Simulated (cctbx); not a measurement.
# A disordered crystal of nominal DyY2ZnPb10

Cell a = 5.1280 Å, b = 10.3470 Å, c = 15.1540 Å, α = 90.00°, β = 90.00°, γ = 90.00°; space group Immm (no. 71); nominal formula DyY2ZnPb10.

Simulated single-crystal data (cctbx): Cu Kα, λ = 1.54184 Å, to d = 0.83 Å, 50 % of the full sphere, strongest reflection 5000 counts, noise from counting, a 6 % proportional error and a noise floor of 8 counts (s.d.); no absorption.

With every site full:

```text
Rint 0.069, 437 unique reflections to 0.83 A
cycle     R1     wR2    GooF  max shift (A)
   1  0.1179  0.2616   3.714   0.00133
   2  0.0304  0.0685   0.973   0.00000
final R1 0.0304 wR2 0.0685 GooF 0.973  parameters 26  data/parameter 16.8
atom        x        y        z      Ueq    occ   su(xyz)  su(Uiso or U11)
Pb1    0.00000  0.27291  0.14058   0.0031  1.000  0.00009  0.0005
Pb2    0.00000  0.36049  0.34162   0.0031  1.000  0.00009  0.0005
Pb3    0.50000  0.31795  0.00000   0.0030  1.000  0.00013  0.0007
Dy1    0.00000  0.00000  0.00000   0.0074  1.000  0.00000  0.0016
Y1     0.50000  0.50000  0.79271   0.0052  1.000  0.00020  0.0016
Zn1    0.00000  0.50000  0.00000   0.0067  1.000  0.00000  0.0036
difference map: max 4.50 min -5.39 rms 1.06
Q1    0.1831  0.5000  0.1240    8    4.67  2.06 A from Y1
Q2    0.0000  0.5000  0.0612    4    4.51  0.93 A from Zn1
Q3    0.0000  0.1119  0.2006    8    3.62  1.81 A from Y1
Q4    0.0000  0.1888  0.3991    8    3.56  1.53 A from Pb3
Q5    0.0000  0.3473  0.2600    8    3.52  1.24 A from Pb2
Q6    0.0000  0.0000  0.3767    4    3.50  1.27 A from Y1
```

With the occupancies of the suspect sites free, each still typed as its main element:

```text
Rint 0.069, 437 unique reflections to 0.83 A
cycle     R1     wR2    GooF  max shift (A)
   1  0.0685  0.1539   2.187   0.00007
   9  0.0299  0.0676   0.960   0.00001
final R1 0.0299 wR2 0.0675 GooF 0.960  parameters 27  data/parameter 16.2
atom        x        y        z      Ueq    occ   su(xyz)  su(Uiso or U11)
Pb1    0.00000  0.27291  0.14058   0.0032  1.000  0.00009  0.0005
Pb2    0.00000  0.36048  0.34162   0.0032  1.000  0.00008  0.0005
Pb3    0.50000  0.31796  0.00000   0.0031  1.000  0.00013  0.0006
Dy1    0.00000  0.00000  0.00000   0.0050  0.956  0.00000  0.0019
Y1     0.50000  0.50000  0.79272   0.0054  1.000  0.00020  0.0016
Zn1    0.00000  0.50000  0.00000   0.0069  1.000  0.00000  0.0035
su of occupancy Dy1: 0.020
difference map: max 4.64 min -4.64 rms 1.05
Q1    0.1824  0.5000  0.1261    8    4.83  2.04 A from Y1
Q2    0.0000  0.5000  0.3894    4    4.66  1.61 A from Pb2
Q3    0.0000  0.0000  0.5000    2    4.58  1.88 A from Pb3
Q4    0.0000  0.3463  0.2625    8    4.05  1.21 A from Pb2
Q5    0.0000  0.5000  0.0648    4    3.79  0.98 A from Zn1
Q6    0.1971  0.0000  0.1188    8    3.72  2.06 A from Dy1
```

**Question.** What is the disorder?

X-rays count electrons. Dy1 refines to 0.956(0.020), or 63.1 electrons; the site truly holds 0.94 Dy, 62.0 electrons, which is 0.940 of Dy. All are within 3 s.u. of full, so these data don't show the disorder. Occupancy correlates with U and the scale, so the match is approximate.

Freeing them takes R1 from 0.0304 to 0.0299 and GooF from 0.97 to 0.96.

The model is made up (kin elements in a known structure type, no relaxation), so it says nothing on whether the phase exists.

[Middle refinement cycles are left out of these outputs.]

[Logs are printed without paths, hosts, clocks, repeated set-up lines and the standing remarks that a program may print on its own settings, such as how far it seeks lower states.]
